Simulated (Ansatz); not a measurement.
# Al3GaN4 (Pm): the host for defect calculations, part 3 of 3

Aim: the runs on the perfect crystal Al3GaN4 (Pm) that a defect calculation needs first.

Ansatz 0.2.0; plane-wave PAW DFPT, PBEsol; dielectric tensors, Born charges and zone-centre modes of the host (the session's first sound run).

So far. Step 2 (Dielectric tensors of the host): The principal values of the electronic dielectric tensor are 4.79, 4.80 and 4.99. The principal values of the static dielectric tensor are 8.63, 8.67 and 9.98.

### 6. Defect free supercell relaxed from displaced atoms

This step: plane-wave PAW DFT, PBEsol; relaxation of the defect-free supercell from random displacements, a test of the host's stability (Ansatz 0.2.0).

pristine.rattled/input.yaml

```yaml
crystal:
  lattice:
    - [10.0869203595, 0.0, 0.0002527838]
    - [0.0, 9.3901567821, 0.0]
    - [-0.0064481587, 0.0, 10.83601904]
  atoms:
    - { symbol: Al, position: [0.2501142856, 0.1666666667, 0.083665467] }
    - { symbol: Al, position: [0.0004597526, 0.1666666667, 0.4174026182] }
    - { symbol: Al, position: [0.0005436327, 0.0, 0.1658460728] }
    - { symbol: Ga, position: [0.2497097569, 0.0, 0.3331010088] }
    - { symbol: "N", position: [0.0555872858, 0.0, 0.333163309] }
    - { symbol: "N", position: [0.0612276738, 0.1666666667, 0.0835775244] }
    - { symbol: "N", position: [0.3125619496, 0.1666666667, 0.4200967803] }
    - { symbol: "N", position: [0.3115951631, 0.0, 0.1631477196] }
    - { symbol: Al, position: [0.2501142856, 0.1666666667, 0.583665467] }
    - { symbol: Al, position: [0.0004597526, 0.1666666667, 0.9174026182] }
    - { symbol: Al, position: [0.0005436327, 0.0, 0.6658460728] }
    - { symbol: Ga, position: [0.2497097569, 0.0, 0.8331010087] }
    - { symbol: "N", position: [0.0555872858, 0.0, 0.833163309] }
    - { symbol: "N", position: [0.0612276738, 0.1666666667, 0.5835775244] }
    - { symbol: "N", position: [0.3125619496, 0.1666666667, 0.9200967803] }
    - { symbol: "N", position: [0.3115951631, 0.0, 0.6631477196] }
    - { symbol: Al, position: [0.2501142856, 0.5, 0.083665467] }
    - { symbol: Al, position: [0.0004597526, 0.5, 0.4174026182] }
    - { symbol: Al, position: [0.0005436327, 0.3333333333, 0.1658460728] }
    - { symbol: Ga, position: [0.2497097569, 0.3333333333, 0.3331010088] }
    - { symbol: "N", position: [0.0555872858, 0.3333333333, 0.333163309] }
    - { symbol: "N", position: [0.0612276738, 0.5, 0.0835775244] }
    - { symbol: "N", position: [0.3125619496, 0.5, 0.4200967803] }
    - { symbol: "N", position: [0.3115951631, 0.3333333333, 0.1631477196] }
    - { symbol: Al, position: [0.2501142856, 0.5, 0.583665467] }
    - { symbol: Al, position: [0.0004597526, 0.5, 0.9174026182] }
    - { symbol: Al, position: [0.0005436327, 0.3333333333, 0.6658460728] }
    - { symbol: Ga, position: [0.2497097569, 0.3333333333, 0.8331010087] }
    - { symbol: "N", position: [0.0555872858, 0.3333333333, 0.833163309] }
    - { symbol: "N", position: [0.0612276738, 0.5, 0.5835775244] }
    - { symbol: "N", position: [0.3125619496, 0.5, 0.9200967803] }
    - { symbol: "N", position: [0.3115951631, 0.3333333333, 0.6631477196] }
    - { symbol: Al, position: [0.2501142856, 0.8333333333, 0.083665467] }
    - { symbol: Al, position: [0.0004597526, 0.8333333333, 0.4174026182] }
    - { symbol: Al, position: [0.0005436327, 0.6666666667, 0.1658460728] }
    - { symbol: Ga, position: [0.2497097569, 0.6666666667, 0.3331010088] }
    - { symbol: "N", position: [0.0555872858, 0.6666666667, 0.333163309] }
    - { symbol: "N", position: [0.0612276738, 0.8333333333, 0.0835775244] }
    - { symbol: "N", position: [0.3125619496, 0.8333333333, 0.4200967803] }
    - { symbol: "N", position: [0.3115951631, 0.6666666667, 0.1631477196] }
    - { symbol: Al, position: [0.2501142856, 0.8333333333, 0.583665467] }
    - { symbol: Al, position: [0.0004597526, 0.8333333333, 0.9174026182] }
    - { symbol: Al, position: [0.0005436327, 0.6666666667, 0.6658460728] }
    - { symbol: Ga, position: [0.2497097569, 0.6666666667, 0.8331010087] }
    - { symbol: "N", position: [0.0555872858, 0.6666666667, 0.833163309] }
    - { symbol: "N", position: [0.0612276738, 0.8333333333, 0.5835775244] }
    - { symbol: "N", position: [0.3125619496, 0.8333333333, 0.9200967803] }
    - { symbol: "N", position: [0.3115951631, 0.6666666667, 0.6631477196] }
    - { symbol: Al, position: [0.7501142856, 0.1666666667, 0.083665467] }
    - { symbol: Al, position: [0.5004597526, 0.1666666667, 0.4174026182] }
    - { symbol: Al, position: [0.5005436327, 0.0, 0.1658460728] }
    - { symbol: Ga, position: [0.7497097569, 0.0, 0.3331010088] }
    - { symbol: "N", position: [0.5555872858, 0.0, 0.333163309] }
    - { symbol: "N", position: [0.5612276738, 0.1666666667, 0.0835775244] }
    - { symbol: "N", position: [0.8125619496, 0.1666666667, 0.4200967803] }
    - { symbol: "N", position: [0.8115951631, 0.0, 0.1631477196] }
    - { symbol: Al, position: [0.7501142856, 0.1666666667, 0.583665467] }
    - { symbol: Al, position: [0.5004597526, 0.1666666667, 0.9174026182] }
    - { symbol: Al, position: [0.5005436327, 0.0, 0.6658460728] }
    - { symbol: Ga, position: [0.7497097569, 0.0, 0.8331010087] }
    - { symbol: "N", position: [0.5555872858, 0.0, 0.833163309] }
    - { symbol: "N", position: [0.5612276738, 0.1666666667, 0.5835775244] }
    - { symbol: "N", position: [0.8125619496, 0.1666666667, 0.9200967803] }
    - { symbol: "N", position: [0.8115951631, 0.0, 0.6631477196] }
    - { symbol: Al, position: [0.7501142856, 0.5, 0.083665467] }
    - { symbol: Al, position: [0.5004597526, 0.5, 0.4174026182] }
    - { symbol: Al, position: [0.5005436327, 0.3333333333, 0.1658460728] }
    - { symbol: Ga, position: [0.7497097569, 0.3333333333, 0.3331010088] }
    - { symbol: "N", position: [0.5555872858, 0.3333333333, 0.333163309] }
    - { symbol: "N", position: [0.5612276738, 0.5, 0.0835775244] }
    - { symbol: "N", position: [0.8125619496, 0.5, 0.4200967803] }
    - { symbol: "N", position: [0.8115951631, 0.3333333333, 0.1631477196] }
    - { symbol: Al, position: [0.7501142856, 0.5, 0.583665467] }
    - { symbol: Al, position: [0.5004597526, 0.5, 0.9174026182] }
    - { symbol: Al, position: [0.5005436327, 0.3333333333, 0.6658460728] }
    - { symbol: Ga, position: [0.7497097569, 0.3333333333, 0.8331010087] }
    - { symbol: "N", position: [0.5555872858, 0.3333333333, 0.833163309] }
    - { symbol: "N", position: [0.5612276738, 0.5, 0.5835775244] }
    - { symbol: "N", position: [0.8125619496, 0.5, 0.9200967803] }
    - { symbol: "N", position: [0.8115951631, 0.3333333333, 0.6631477196] }
    - { symbol: Al, position: [0.7501142856, 0.8333333333, 0.083665467] }
    - { symbol: Al, position: [0.5004597526, 0.8333333333, 0.4174026182] }
    - { symbol: Al, position: [0.5005436327, 0.6666666667, 0.1658460728] }
    - { symbol: Ga, position: [0.7497097569, 0.6666666667, 0.3331010088] }
    - { symbol: "N", position: [0.5555872858, 0.6666666667, 0.333163309] }
    - { symbol: "N", position: [0.5612276738, 0.8333333333, 0.0835775244] }
    - { symbol: "N", position: [0.8125619496, 0.8333333333, 0.4200967803] }
    - { symbol: "N", position: [0.8115951631, 0.6666666667, 0.1631477196] }
    - { symbol: Al, position: [0.7501142856, 0.8333333333, 0.583665467] }
    - { symbol: Al, position: [0.5004597526, 0.8333333333, 0.9174026182] }
    - { symbol: Al, position: [0.5005436327, 0.6666666667, 0.6658460728] }
    - { symbol: Ga, position: [0.7497097569, 0.6666666667, 0.8331010087] }
    - { symbol: "N", position: [0.5555872858, 0.6666666667, 0.833163309] }
    - { symbol: "N", position: [0.5612276738, 0.8333333333, 0.5835775244] }
    - { symbol: "N", position: [0.8125619496, 0.8333333333, 0.9200967803] }
    - { symbol: "N", position: [0.8115951631, 0.6666666667, 0.6631477196] }
basis:
  ecutwfc: 420
  xc_grid: 2
hamiltonian:
  xc: pbesol
kpoints:
  mp_grid: { grid: [1, 1, 1], shift: [0.25, 0.25, 0.25] }
scf:
  occupations: { method: fermi_dirac, width: 0.01 }
  max_iter: 80
output:
  forces: true
relax:
  f_tol: 0.01
  max_steps: 120
  random_displacement: { amplitude: 0.08, seed: 3569 }
checkpoint:
  write: "../pristine.rattled.run"
  compress: false
  write_wavefunctions: false
  write_every: 100000
```

Run with:

```sh
$ ansatz run input.yaml --threads 4 --pin off --max-ram 7536MiB --backend cpu --events-out ev --progress --plain --runs-dir out
```

Numbers of over 12 decimals in the logs are rounded to 6 here.

What it wrote:

```text
[...]
Crystal: 96 atoms, lattice volume = 1026.364 Å³
Basis set: ecut = 420 eV, 20007 PW (Γ), exchange–correlation on 144×128×150 points (8 copies of the dense FFT grid, shifted against one another)
Bands: 348, of which v1, the nominal top of the filled ones, is band 252 counted from 1 (251 counted from 0)
Symmetry: 1 space group operations
k-points: 1
[...]
SCF iter   1: F=—  HF=-82082.507216 eV  |F-HF|=—  |Δ(HF+E_count)|=         —  Δρ=1.10e-2  dr2=1.30e0  ethr=1.77e-3  ⟨swp⟩=6.0  Hψ=1442  notcnv=0  defer=26
[...]
SCF iter   7: F=-82082.123614 eV  HF=-82082.123615 eV  |F-HF|=2.98e-7  |Δ(HF+E_count)|=   2.16e-6  Δρ=6.72e-6  dr2=4.12e-7  ethr=4.96e-10  ⟨swp⟩=3.0  Hψ=856  notcnv=0
SCF 1 converged in 7 iterations: F = -82082.123614 eV  dr2 = 4.12e-7
[...]
relax step   1: F+E_penalty+E_count = -82082.12361438 eV  Δ(F+E_penalty+E_count) = +0.000e0 eV  max|allowed force component| = 3.135e0 eV/Å  Δτ_max = 0.0000 Å  (7 SCF iters, dr2 threshold 2.50e-6 eV, accepted)
[... the SCF cycles and remarks between the steps are left out from here to the last step ...]
relax step   2: F+E_penalty+E_count = -82086.47725405 eV  Δ(F+E_penalty+E_count) = -4.354e0 eV  max|allowed force component| = 1.700e0 eV/Å  Δτ_max = 0.0976 Å  (6 SCF iters, dr2 threshold 1.00e-4 eV, accepted)
relax step   3: F+E_penalty+E_count = -82088.26725545 eV  Δ(F+E_penalty+E_count) = -1.790e0 eV  max|allowed force component| = 5.000e-2 eV/Å  Δτ_max = 0.0768 Å  (6 SCF iters, dr2 threshold 1.00e-4 eV, accepted)
relax step   4: F+E_penalty+E_count = -82088.26726273 eV  Δ(F+E_penalty+E_count) = -7.284e-6 eV  max|allowed force component| = 4.981e-2 eV/Å  Δτ_max = 0.0000 Å  (6 SCF iters, accepted)
relax step   5: F+E_penalty+E_count = -82088.26962703 eV  Δ(F+E_penalty+E_count) = -2.364e-3 eV  max|allowed force component| = 3.188e-3 eV/Å  Δτ_max = 0.0051 Å  (6 SCF iters, dr2 threshold 1.55e-7 eV, accepted)
[...]
SCF iter   6: F=-82088.269627 eV  HF=-82088.269627 eV  |F-HF|=9.02e-10  |Δ(HF+E_count)|=  2.62e-10  Δρ=7.58e-7  dr2=3.41e-9  ethr=1.19e-12  ⟨swp⟩=1.0  Hψ=612  notcnv=0
SCF 6 converged in 6 iterations: F = -82088.269627 eV  dr2 = 3.41e-9
relax step   6: F+E_penalty+E_count = -82088.26962704 eV  Δ(F+E_penalty+E_count) = -1.090e-8 eV  max|allowed force component| = 3.189e-3 eV/Å  Δτ_max = 0.0000 Å  (6 SCF iters, accepted)
SCF converged after 6 iterations
Free energy (F): -82088.269627 eV
[...]
Internal energy: -82088.269627 eV  (E = F + TS)
E sigma→0 (E₀):  -82088.269627 eV
Fermi energy:    9.732843 eV
[...]
--- Forces (eV/Å), atoms counted from 1 ---
  atom   1  Al     0.00062876     0.00156571     0.00034619
  atom   2  Al     0.00000609     0.00149108     0.00004538
  atom   3  Al     0.00000183     0.00007466     0.00082992
  atom   4  Ga     0.00033346     0.00064172    -0.00124094
  atom   5  N      0.00031950    -0.00082813     0.00029065
  atom   6  N      0.00050193    -0.00104818    -0.00008601
  atom   7  N     -0.00002957    -0.00019528    -0.00076736
  atom   8  N     -0.00001154    -0.00026315    -0.00045171
  atom   9  Al    -0.00004019    -0.00191894     0.00025319
  atom  10  Al    -0.00005246     0.00038062     0.00078788
  atom  11  Al     0.00016727    -0.00036308     0.00023856
  atom  12  Ga    -0.00181165     0.00073710     0.00002472
  atom  13  N     -0.00019752     0.00050393     0.00116957
  atom  14  N     -0.00066262     0.00014677    -0.00108198
  atom  15  N     -0.00041748    -0.00048114     0.00028272
  atom  16  N     -0.00177682     0.00008733    -0.00052720
  atom  17  Al    -0.00027945    -0.00027035    -0.00072515
  atom  18  Al     0.00081266    -0.00101419    -0.00117521
  atom  19  Al    -0.00036672     0.00058211     0.00092899
  atom  20  Ga     0.00009692     0.00023711    -0.00246344
  atom  21  N      0.00200153     0.00123207     0.00245617
  atom  22  N      0.00100201     0.00075826    -0.00094536
  atom  23  N      0.00059098    -0.00114911    -0.00005908
  atom  24  N     -0.00019339     0.00146050     0.00153522
  atom  25  Al     0.00084375     0.00047904     0.00045385
  atom  26  Al    -0.00012681    -0.00023552    -0.00061890
  atom  27  Al    -0.00100844     0.00036397     0.00077998
  atom  28  Ga    -0.00140077     0.00082520    -0.00050559
  atom  29  N     -0.00012336    -0.00009270    -0.00002508
  atom  30  N     -0.00001040    -0.00038663    -0.00100702
  atom  31  N     -0.00085822    -0.00065236     0.00071359
  atom  32  N     -0.00164569    -0.00098903    -0.00088092
  atom  33  Al     0.00073472     0.00016358    -0.00178465
  atom  34  Al     0.00079997    -0.00100443     0.00133725
  atom  35  Al     0.00143264    -0.00010709    -0.00079001
  atom  36  Ga    -0.00101174     0.00002996    -0.00048526
  atom  37  N      0.00137746     0.00024681     0.00133565
  atom  38  N     -0.00150824    -0.00009497     0.00024281
  atom  39  N     -0.00010643    -0.00043647    -0.00133926
  atom  40  N      0.00016463    -0.00028609     0.00027312
[...]
atom  85  N     -0.00090238    -0.00110832     0.00024012
  atom  86  N      0.00009160     0.00085836     0.00099689
  atom  87  N     -0.00035341    -0.00114441    -0.00001869
  atom  88  N      0.00061189     0.00136147     0.00028272
  atom  89  Al    -0.00103386    -0.00050529     0.00016635
  atom  90  Al    -0.00007158    -0.00024626    -0.00126581
  atom  91  Al    -0.00040145    -0.00000024     0.00079479
  atom  92  Ga    -0.00003830    -0.00057753    -0.00058762
  atom  93  N      0.00045011     0.00008780    -0.00023678
  atom  94  N     -0.00024639    -0.00005072    -0.00097772
  atom  95  N     -0.00096773     0.00166181     0.00044717
  atom  96  N      0.00032225     0.00007512     0.00094295
  max |Σ_I F_I| component: 4.67e-4 eV/Å
--- Relaxed structure (6 steps of the walk, 6 accepted, 0 SCFs on fresh bases) ---
  F+E_penalty+E_count = -82088.26962704 eV   max|allowed force component| = 3.189e-3 eV/Å
  atoms:
    - { symbol: Al, position: [0.251414, 0.166331, 0.084402] }
    - { symbol: Al, position: [0.001754, 0.166411, 0.418132] }
    - { symbol: Al, position: [0.001820, -0.000272, 0.166549] }
    - { symbol: Ga, position: [0.250974, -0.000296, 0.333853] }
    - { symbol: N, position: [0.056869, -0.000246, 0.333866] }
    - { symbol: N, position: [0.062497, 0.166390, 0.084280] }
    - { symbol: N, position: [0.313837, 0.166436, 0.420848] }
    - { symbol: N, position: [0.312876, -0.000313, 0.163906] }
    - { symbol: Al, position: [0.251441, 0.166385, 0.584421] }
    - { symbol: Al, position: [0.001762, 0.166402, 0.918111] }
    - { symbol: Al, position: [0.001844, -0.000261, 0.666559] }
    - { symbol: Ga, position: [0.251013, -0.000321, 0.833830] }
    - { symbol: N, position: [0.056897, -0.000272, 0.833864] }
    - { symbol: N, position: [0.062524, 0.166406, 0.584299] }
    - { symbol: N, position: [0.313858, 0.166409, 0.920835] }
    - { symbol: N, position: [0.312914, -0.000289, 0.663890] }
    - { symbol: Al, position: [0.251413, 0.499677, 0.084419] }
    - { symbol: Al, position: [0.001738, 0.499752, 0.418128] }
    - { symbol: Al, position: [0.001813, 0.333048, 0.166549] }
    - { symbol: Ga, position: [0.250964, 0.333034, 0.333845] }
    - { symbol: N, position: [0.056849, 0.333070, 0.333861] }
    - { symbol: N, position: [0.062491, 0.499720, 0.084303] }
    - { symbol: N, position: [0.313835, 0.499769, 0.420834] }
    - { symbol: N, position: [0.312874, 0.333006, 0.163888] }
    - { symbol: Al, position: [0.251427, 0.499706, 0.584407] }
    - { symbol: Al, position: [0.001757, 0.499744, 0.918134] }
    - { symbol: Al, position: [0.001850, 0.333072, 0.666565] }
    - { symbol: Ga, position: [0.251006, 0.333021, 0.833848] }
    - { symbol: N, position: [0.056894, 0.333073, 0.833878] }
    - { symbol: N, position: [0.062512, 0.499735, 0.584290] }
    - { symbol: N, position: [0.313850, 0.499754, 0.920847] }
    - { symbol: N, position: [0.312907, 0.333060, 0.663904] }
    - { symbol: Al, position: [0.251412, 0.833015, 0.084421] }
    - { symbol: Al, position: [0.001745, 0.833096, 0.418116] }
    - { symbol: Al, position: [0.001809, 0.666391, 0.166565] }
    - { symbol: Ga, position: [0.250973, 0.666373, 0.333842] }
    - { symbol: N, position: [0.056858, 0.666414, 0.333871] }
    - { symbol: N, position: [0.062503, 0.833055, 0.084291] }
    - { symbol: N, position: [0.313843, 0.833098, 0.420842] }
    - { symbol: N, position: [0.312872, 0.666358, 0.163898] }
    - { symbol: Al, position: [0.251426, 0.833037, 0.584402] }
    - { symbol: Al, position: [0.001766, 0.833067, 0.918119] }
    - { symbol: Al, position: [0.001842, 0.666399, 0.666553] }
    - { symbol: Ga, position: [0.251001, 0.666352, 0.833840] }
    - { symbol: N, position: [0.056892, 0.666394, 0.833870] }
    - { symbol: N, position: [0.062504, 0.833072, 0.584287] }
    - { symbol: N, position: [0.313846, 0.833078, 0.920846] }
    - { symbol: N, position: [0.312897, 0.666387, 0.663888] }
    - { symbol: Al, position: [0.751407, 0.166339, 0.084402] }
    - { symbol: Al, position: [0.501739, 0.166442, 0.418126] }
    - { symbol: Al, position: [0.501824, -0.000278, 0.166569] }
    - { symbol: Ga, position: [0.750980, -0.000298, 0.333842] }
    - { symbol: N, position: [0.556873, -0.000234, 0.333887] }
    - { symbol: N, position: [0.562490, 0.166380, 0.084291] }
    - { symbol: N, position: [0.813850, 0.166424, 0.420846] }
    - { symbol: N, position: [0.812866, -0.000309, 0.163889] }
    - { symbol: Al, position: [0.751440, 0.166377, 0.584413] }
    - { symbol: Al, position: [0.501761, 0.166411, 0.918123] }
    - { symbol: Al, position: [0.501861, -0.000248, 0.666570] }
    - { symbol: Ga, position: [0.751008, -0.000314, 0.833835] }
    - { symbol: N, position: [0.556895, -0.000261, 0.833878] }
    - { symbol: N, position: [0.562518, 0.166417, 0.584292] }
    - { symbol: N, position: [0.813854, 0.166410, 0.920830] }
    - { symbol: N, position: [0.812897, -0.000287, 0.663884] }
    - { symbol: Al, position: [0.751408, 0.499685, 0.084412] }
    - { symbol: Al, position: [0.501746, 0.499769, 0.418120] }
    - { symbol: Al, position: [0.501825, 0.333055, 0.166562] }
    - { symbol: Ga, position: [0.750981, 0.333016, 0.333849] }
    - { symbol: N, position: [0.556865, 0.333090, 0.333872] }
    - { symbol: N, position: [0.562497, 0.499725, 0.084302] }
    - { symbol: N, position: [0.813834, 0.499749, 0.420829] }
    - { symbol: N, position: [0.812860, 0.333013, 0.163883] }
    - { symbol: Al, position: [0.751421, 0.499697, 0.584398] }
    - { symbol: Al, position: [0.501746, 0.499757, 0.918143] }
    - { symbol: Al, position: [0.501848, 0.333085, 0.666565] }
    - { symbol: Ga, position: [0.750994, 0.333025, 0.833840] }
    - { symbol: N, position: [0.556892, 0.333090, 0.833885] }
    - { symbol: N, position: [0.562510, 0.499748, 0.584286] }
    - { symbol: N, position: [0.813851, 0.499754, 0.920843] }
    - { symbol: N, position: [0.812896, 0.333052, 0.663896] }
    - { symbol: Al, position: [0.751422, 0.833013, 0.084399] }
    - { symbol: Al, position: [0.501746, 0.833103, 0.418129] }
    - { symbol: Al, position: [0.501815, 0.666403, 0.166565] }
    - { symbol: Ga, position: [0.750979, 0.666371, 0.333842] }
    - { symbol: N, position: [0.556875, 0.666437, 0.333876] }
    - { symbol: N, position: [0.562502, 0.833056, 0.084291] }
    - { symbol: N, position: [0.813848, 0.833101, 0.420831] }
    - { symbol: N, position: [0.812866, 0.666353, 0.163893] }
    - { symbol: Al, position: [0.751438, 0.833038, 0.584402] }
    - { symbol: Al, position: [0.501754, 0.833084, 0.918135] }
    - { symbol: Al, position: [0.501846, 0.666416, 0.666559] }
    - { symbol: Ga, position: [0.750987, 0.666354, 0.833832] }
    - { symbol: N, position: [0.556877, 0.666412, 0.833881] }
    - { symbol: N, position: [0.562521, 0.833081, 0.584295] }
    - { symbol: N, position: [0.813863, 0.833067, 0.920831] }
    - { symbol: N, position: [0.812889, 0.666371, 0.663879] }
```

Elapsed: 1.9 min, on 4 threads of Arm Neoverse V1, shared host; peak memory 2 GiB.

The steps of the relaxation:

```
step  energy less that of the first step (eV)  largest force component (eV/Å)
   1                                   0.0000                          3.1349
   2                                  -4.3536                          1.6996
   3                                  -6.1436                          0.0500
   4                                  -6.1436                          0.0498
   5                                  -6.1460                          0.0032
   6                                  -6.1460                          0.0032
```

The relaxation ends 64 meV an atom lower than the displaced start, with a largest force component of 0.0032 eV/Å.

### 7. Outcome

| Property | Result |
| --- | --- |
| electronic dielectric constant | principal values (4.79, 4.80, 4.99) |
| static dielectric constant | principal values (8.63, 8.67, 9.98) |
| gap on the k-mesh of the response run (PBEsol) | 3.48 eV |
| supercell relaxed in its symmetry less the displaced and relaxed one | 0.000 eV |
| energy an atom at one point at (¼, ¼, ¼) less that on the dense mesh | 0.000 eV |

In words: Step 6: The energy fell by 6.146 eV from the randomly displaced start; the atoms end within 0.005 Å of the sites as typed, once the mean shift is taken out. The displaced cell ends within 0.01 eV of the symmetric one relaxed in its symmetry, so no lower structure shows in this supercell. The k-mesh can miss the band edges, so this gap is an upper bound at this level. All at zero temperature.

[Logs are printed without paths, hosts, clocks, repeated set-up lines and the standing remarks that a program may print on its own settings, such as how far it seeks lower states.]

[Hosts, paths, dates, database ids (printed as entryN), source tags and the programs' standing remarks are cut or masked in the printed files.]

[Runs of the host that timed out are not shown.]

[For some hosts the program warned that the k-mesh of the response run may be too coarse for force constants and the static dielectric constant; such warnings are not always shown.]

[The program warned that the k-mesh of a response run behind this text may be too coarse: force constants, and the static dielectric constant and all else formed from them, are not shown converged.]
